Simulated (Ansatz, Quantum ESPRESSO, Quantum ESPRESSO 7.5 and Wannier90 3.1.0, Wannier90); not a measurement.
# Ballistic channels from Wannier functions: zigzag Sb chain, bond 2.75 Å, width 0.8 Å

How many channels does the wire offer, and does a small Wannier basis get them right? The wire: zigzag Sb chain, bond 2.75 Å, width 0.8 Å.

Main program and level: Quantum ESPRESSO 7.5 and Wannier90 3.1.0; plane-wave DFT, LDA, GBRV ultrasoft pseudopotentials (cross-check by Ansatz 0.2.0 with PAW datasets).

This is a report of a sequence of runs, with most program output left out.

## Step 1: Set-up

The cell holds 2 atoms: 2 Sb. Cell: a = 9.000 Å, b = 8.000 Å, c = 5.262 Å, α = 90.0°, β = 90.0°, γ = 90.0°. Vacuum lies along a and b. The structure's axis is c.

## Step 2: SCF with pw.x

Contents of scf.in:

```
&control
  prefix = 'scf'
  outdir = './out'
  pseudo_dir = './pseudo'
  calculation = 'scf'
  tprnfor = .true.
/
&system
  ibrav = 0
  nat = 2
  ntyp = 1
  ecutwfc = 34
  ecutrho = 170
  occupations = 'smearing'
  smearing = 'mv'
  degauss = 0.005
/
&electrons
  conv_thr = 1e-07
  mixing_beta = 0.4
  electron_maxstep = 120
  mixing_mode = 'local-TF'
/
ATOMIC_SPECIES
  Sb  121.7600  sb_lda_v1.4.uspp.F.UPF
CELL_PARAMETERS angstrom
  9.00000000000000 0.00000000000000 0.00000000000000
  0.00000000000000 8.00000000000000 0.00000000000000
  0.00000000000000 0.00000000000000 5.26212884676915
ATOMIC_POSITIONS crystal
  Sb  -0.044444444400 0.000000000000 0.000000000000
  Sb  0.044444444400 0.000000000000 0.500000000000
K_POINTS automatic
  1 1 12 0 0 0
```

Started as:

```console
$ OMP_NUM_THREADS=1 mpirun -n 2 pw.x -nk 1 -in scf.in > scf.out
```

Elapsed: 15 s, on 2 MPI ranks of Arm Neoverse V2, shared host; peak memory 0.43 GiB; 29 s of CPU time.

This step gave:

```
free energy  : -5019.3722 eV
Fermi energy : -2.652 eV
```

The program's own clock; routines nest. Time by routine:

| routine | wall time (s) | calls |
| --- | --- | --- |
| PWSCF | 14.03 | 1 |
| electrons | 13.29 | 1 |
| c_bands | 6.77 | 13 |
| cegterg | 6.5 | 91 |
| h_psi | 5.09 | 430 |
| fftw | 4.92 | 10651 |
| vloc_psi | 4.51 | 430 |
| sum_band | 2.88 | 13 |
| mix_rho | 1.87 | 13 |
| newd | 1.81 | 14 |
| ffts | 1 | 1497 |
| init_run | 0.44 | 1 |
| calbec | 0.42 | 549 |
| h_psi:calbec | 0.28 | 430 |

The run needed 13 iterations to bring the estimated error under 1e-07 Ry; the largest force on any atom, held or free, is 0.09 eV/Å.

## Step 3: Full uniform mesh without symmetry

Wannier90 needs the states on a whole uniform mesh, listed point by point, without symmetry.

nscf.in is the input of step 2 with these lines changed:

```diff
@@ -1,7 +1,6 @@
 &control
-  prefix = 'scf'
+  prefix = 'nscf'
   outdir = './out'
   pseudo_dir = './pseudo'
-  calculation = 'scf'
-  tprnfor = .true.
+  calculation = 'nscf'
 /
@@ -16,5 +15,8 @@
   degauss = 0.005
+  nosym = .true.
+  noinv = .true.
+  nbnd = 29
 /
 &electrons
-  conv_thr = 1e-07
+  conv_thr = 1e-09
   mixing_beta = 0.4
@@ -22,2 +24,3 @@
   mixing_mode = 'local-TF'
+  diago_full_acc = .true.
 /
@@ -32,3 +35,9 @@
   Sb  0.044444444400 0.000000000000 0.500000000000
-K_POINTS automatic
-  1 1 12 0 0 0
+K_POINTS crystal
+6
+  0.0000000000 0.0000000000 0.0000000000 0.1666666667
+  0.0000000000 0.0000000000 0.1666666667 0.1666666667
+  0.0000000000 0.0000000000 0.3333333333 0.1666666667
+  0.0000000000 0.0000000000 0.5000000000 0.1666666667
+  0.0000000000 0.0000000000 0.6666666667 0.1666666667
+  0.0000000000 0.0000000000 0.8333333333 0.1666666667
```

Started as:

```console
$ cp -r out/scf.save out/nscf.save
$ cp out/scf.xml out/nscf.xml
$ OMP_NUM_THREADS=1 mpirun -n 2 pw.x -nk 1 -in nscf.in > nscf.out
```

Elapsed: 9.1 s, on 2 MPI ranks; peak memory 0.18 GiB; 18 s of CPU time.

Read from the output:

| Property | Result |
| --- | --- |
| Fermi energy | -2.861 eV |

The program's own clock; routines nest. Time by routine:

| routine | wall time (s) | calls |
| --- | --- | --- |
| PWSCF | 8.6 | 1 |
| electrons | 8.26 | 1 |
| c_bands | 8.26 | 1 |
| cegterg | 7.99 | 23 |
| h_psi | 5.29 | 424 |
| vloc_psi | 4.7 | 424 |
| fftw | 4.31 | 9182 |
| cdiaghg | 0.29 | 401 |
| h_psi:calbec | 0.29 | 424 |
| calbec | 0.29 | 424 |
| add_vuspsi | 0.28 | 424 |
| s_psi | 0.27 | 424 |
| init_run | 0.25 | 1 |
| newd | 0.15 | 1 |

## Step 4: Neighbour list from wannier90 -pp

The .win file sets projections and windows: states in the frozen window are kept exactly, the outer window gives room to disentangle.

Contents of wan.win:

```
num_wann = 8
num_bands = 29
num_iter = 200
num_print_cycles = 20
conv_tol = 1e-8
conv_window = 5
guiding_centres = true
dis_num_iter = 1500
dis_conv_tol = 1e-8
dis_win_min = -13.6517
dis_win_max = 6.3483
dis_froz_max = -1.1517
search_shells = 120
fermi_energy = -2.6517

transport = true
transport_mode = bulk
one_dim_axis = z
dist_cutoff = 15.69
dist_cutoff_mode = one_dim
tran_win_min = -4.0
tran_win_max = 2.0
tran_energy_step = 0.02

bands_plot = true
bands_num_points = 96
begin kpoint_path
G 0.0 0.0 0.0 Z 0.0 0.0 0.5
end kpoint_path

begin projections
Sb:s;p
end projections

begin unit_cell_cart
ang
  9.0000000000 0.0000000000 0.0000000000
  0.0000000000 8.0000000000 0.0000000000
  0.0000000000 0.0000000000 5.2621288468
end unit_cell_cart

begin atoms_frac
  Sb -0.0444444444 0.0000000000 0.0000000000
  Sb 0.0444444444 0.0000000000 0.5000000000
end atoms_frac

mp_grid = 1 1 6
begin kpoints
  0.0 0.0 0.0000000000
  0.0 0.0 0.1666666667
  0.0 0.0 0.3333333333
  0.0 0.0 0.5000000000
  0.0 0.0 0.6666666667
  0.0 0.0 0.8333333333
end kpoints
```

Started as:

```console
$ OMP_NUM_THREADS=1 wannier90.x -pp wan > wan.pp.log
```

Run time: 0.47 s. Hardware: 1 MPI rank; peak memory 0.09 GiB.

## Step 5: Overlaps and projections

pw2wannier90.x computes the overlaps between neighbouring k-points and the projections.

Contents of wan.p2w.in:

```
&inputpp
  prefix = 'nscf'
  outdir = './out'
  seedname = 'wan'
  write_mmn = .true.
  write_amn = .true.
  write_unk = .false.
/
```

Started as:

```console
$ OMP_NUM_THREADS=1 mpirun -n 2 pw2wannier90.x -in wan.p2w.in > wan.p2w.out
```

The job ended after 3.6 s (2 MPI ranks; peak memory 0.17 GiB).

## Step 6: Wannier functions and transport

After disentangling and localising, transport_mode = bulk builds principal layers from hoppings within dist_cutoff and counts open channels.

wan.win is that of step 4.

Started as:

```console
$ OMP_NUM_THREADS=1 wannier90.x wan > wan.run.log
```

Wall time 0.87 s (1 MPI rank); peak memory 0.09 GiB.

Numbers from this step:

- lead channels at the Fermi level, one spin: 3.000
- total spread: 15.40 Å²
- gauge-invariant spread: 12.95 Å²
- largest misfit to plane-wave levels between mesh points, inside the frozen window: 0.01379 eV

Per spin. Quantum conductance of the perfect wire, open channels against energy, zero at the Fermi level:

| energy (eV) | quantum conductance of the perfect wire, open channels |
| --- | --- |
| -3.800 | 9.1e-6 |
| -3.600 | 1 |
| -3.400 | 1 |
| -3.200 | 1 |
| -3.000 | 1 |
| -2.800 | 1 |
| -2.600 | 1 |
| -2.400 | 1 |
| -2.200 | 1 |
| -2.000 | 1 |
| -1.800 | 1 |
| -1.600 | 2 |
| -1.400 | 2 |
| -1.200 | 3.00 |
| -1.020 | 3 |
| -0.800 | 3 |
| -0.600 | 3 |
| -0.400 | 3 |
| -0.200 | 3 |
| 0.000 | 3 |
| 0.200 | 3 |
| 0.400 | 3 |
| 0.600 | 3 |
| 0.800 | 3 |
| 1.000 | 3 |
| 1.200 | 2 |
| 1.400 | 2 |
| 1.600 | 2 |
| 1.800 | 2.00 |
| 2.000 | 1 |

Wannier functions:

| no. | x (Å) | y (Å) | z (Å) | spread (Å²) |
| --- | --- | --- | --- | --- |
| 1 | 0.2858 | 7.55e-4 | 4.80e-5 | 1.742 |
| 2 | -0.8461 | 3.99e-4 | -0.6594 | 1.878 |
| 3 | -0.8462 | 3.99e-4 | 0.6594 | 1.878 |
| 4 | -0.3834 | -0.002232 | 0 | 2.201 |
| 5 | -0.2837 | -1.88e-4 | 2.631 | 1.745 |
| 6 | 0.8452 | -9.90e-5 | 3.29 | 1.879 |
| 7 | 0.8453 | -9.90e-5 | 1.972 | 1.879 |
| 8 | 0.3834 | 5.56e-4 | 2.631 | 2.201 |

Electronic bands along the path, in eV, zero at the Fermi level; # counts the bands kept:

| point | #2 | #3 | #4 | #5 | #6 | #7 | #8 |
| --- | --- | --- | --- | --- | --- | --- | --- |
| Γ | -6.03 | -3.75 | -1.73 | -1.23 | 1.14 | 1.81 | 4.81 |
| halfway | -7.50 | -2.49 | -1.39 | 0.04 | 0.27 | 0.94 | 5.41 |
| Z | -9.14 | -1.18 | -1.18 | -0.42 | -0.42 | 3.32 | 3.32 |

Bands and channels are those of the Wannier model: bands that were not projected, and all outside the frozen window, are missing or only approximate.

## Step 7: Neighbour list from wannier90 -pp, with dis_froz_max − E_F = 0.0

How much does a setting matter? One run is repeated with a change.

wan_w.win is the input of step 6 with these lines changed:

```diff
@@ -11,3 +11,3 @@
 dis_win_max = 6.3483
-dis_froz_max = -1.1517
+dis_froz_max = -2.6517
 search_shells = 120
```

Started as:

```console
$ OMP_NUM_THREADS=1 wannier90.x -pp wan_w > wan_w.pp.log
```

It took 0.46 s on 1 MPI rank; peak memory 0.09 GiB.

## Step 8: Overlaps and projections

The follow-up step for that run.

Contents of wan_w.p2w.in:

```
&inputpp
  prefix = 'nscf'
  outdir = './out'
  seedname = 'wan_w'
  write_mmn = .true.
  write_amn = .true.
  write_unk = .false.
/
```

Started as:

```console
$ OMP_NUM_THREADS=1 mpirun -n 2 pw2wannier90.x -in wan_w.p2w.in > wan_w.p2w.out
```

Wall time 3.7 s (2 MPI ranks); peak memory 0.17 GiB; 7.2 s of CPU time.

## Step 9: Wannier functions and transport, with dis_froz_max − E_F = 0.0

wan_w.win is the input of step 6 with these lines changed:

```diff
@@ -11,3 +11,3 @@
 dis_win_max = 6.3483
-dis_froz_max = -1.1517
+dis_froz_max = -2.6517
 search_shells = 120
```

Started as:

```console
$ OMP_NUM_THREADS=1 wannier90.x wan_w > wan_w.run.log
```

Elapsed: 0.88 s, on 1 MPI rank; peak memory 0.09 GiB.

The total spread is 14.8 against 15.4 Å². Between −2 and 1.5 eV the channel count differs from the first run's at 3 % of the energies, and at the Fermi level it is 3 against 3.

## Step 10: The same in Ansatz

As a check, the same structure is run in Ansatz.

Level of this step: plane-wave DFT, LDA, Ansatz PAW (Ansatz 0.2.0).

Contents of input.yaml:

```yaml
crystal:
  lattice:
    - [9.0, 0.0, 0.0]
    - [0.0, 8.0, 0.0]
    - [0.0, 0.0, 5.2621288468]
  atoms:
    - { symbol: Sb, position: [-0.0444444444, 0.0, 0.0] }
    - { symbol: Sb, position: [0.0444444444, 0.0, 0.5] }
kpoints:
  mp_grid: { grid: [1, 1, 12] }
hamiltonian:
  xc: lda
scf:
  occupations: { method: fermi_dirac, width: 0.05 }
  convergence: { dr2_threshold: 1.0e-08 }
output:
  transmission:
    leads: [[0, 0]]
    e_range: [-4.0, 2.0]
    de: 0.05
    kmesh: [1, 1]
    reduced_basis: true
```

Started as:

```console
$ ansatz run input.yaml --threads 2 --pin off --max-ram 4096MiB --backend cpu --events-out ev --progress --plain --runs-dir out
```

Elapsed: 29 s, on 2 threads; peak memory 0.56 GiB.

Numbers from this step:

* free energy: -12668.7503 eV
* energy at zero smearing: -12668.7397 eV
* smearing term TS: 0.02119 eV
* Fermi energy: -2.698 eV
* symmetry operations: 8
* lead channels at the Fermi level, one spin: 3

Per spin. The open channels by energy, zero at the Fermi level:

| energy (eV) | open channels |
| --- | --- |
| -3.7500 | 0 |
| -3.5000 | 1 |
| -3.2500 | 1 |
| -3.0000 | 1 |
| -2.7500 | 1 |
| -2.5000 | 1 |
| -2.2500 | 1 |
| -2.0000 | 1 |
| -1.7500 | 1 |
| -1.5000 | 2 |
| -1.2500 | 2 |
| -1.0000 | 3 |
| -0.7500 | 3 |
| -0.5000 | 3 |
| -0.2500 | 3 |
| 0.0000 | 3 |
| 0.2500 | 3 |
| 0.5000 | 3 |
| 0.7500 | 3 |
| 1.0000 | 3 |
| 1.2500 | 2 |
| 1.5000 | 2 |
| 1.7500 | 2 |
| 2.0000 | 1 |

## Step 11: A check by hand

3 channels × 77.48 µS = 232 µS, a two-terminal resistance of 12.906/3 = 4.30 kΩ whatever the wire's length, as long as nothing scatters.

## Step 12: Summary of results

```yaml
open_channels_at_the_fermi_level_per_spin: 3
total_spread: 15.4 Å²
gauge_invariant_spread: 13.0 Å²
largest_band_misfit_in_the_frozen_window: 0.0138 eV
channels_at_the_fermi_level_by_ansatz: 3
```

**Reading.** The wire offers 3 channels per spin at the Fermi level. Between -4 and 1.5 eV the channel count from Wannier functions equals that from Ansatz's layer matching at 96 % of the energies; outside the frozen window the Wannier bands are not held to the plane-wave ones. Each plane-wave level in the frozen window has a Wannier level within 0.02 eV; this test doesn't see extra bands that a model may add. The wire is perfect, so the conductance only counts bands: each channel, with its partner of the other spin, carries G₀ = 2e²/h. It was run without spin polarisation, which was not tested. Spin-orbit coupling is left out; depending on the atoms that carry the levels of interest, it can split and shift them by tens to hundreds of meV.

[Logs are printed without paths, hosts, clocks, repeated set-up lines and the standing remarks that a program may print on its own settings, such as how far it seeks lower states.]

[Hosts, paths, dates, database ids (printed as entryN), source tags and the programs' standing remarks are cut or masked in the printed files.]

[Maps of the electrostatic potential energy from Ansatz leave out the sawtooth potential of an applied field or a dipole correction, so their vacuum need not be flat; planar profiles and work functions include it.]
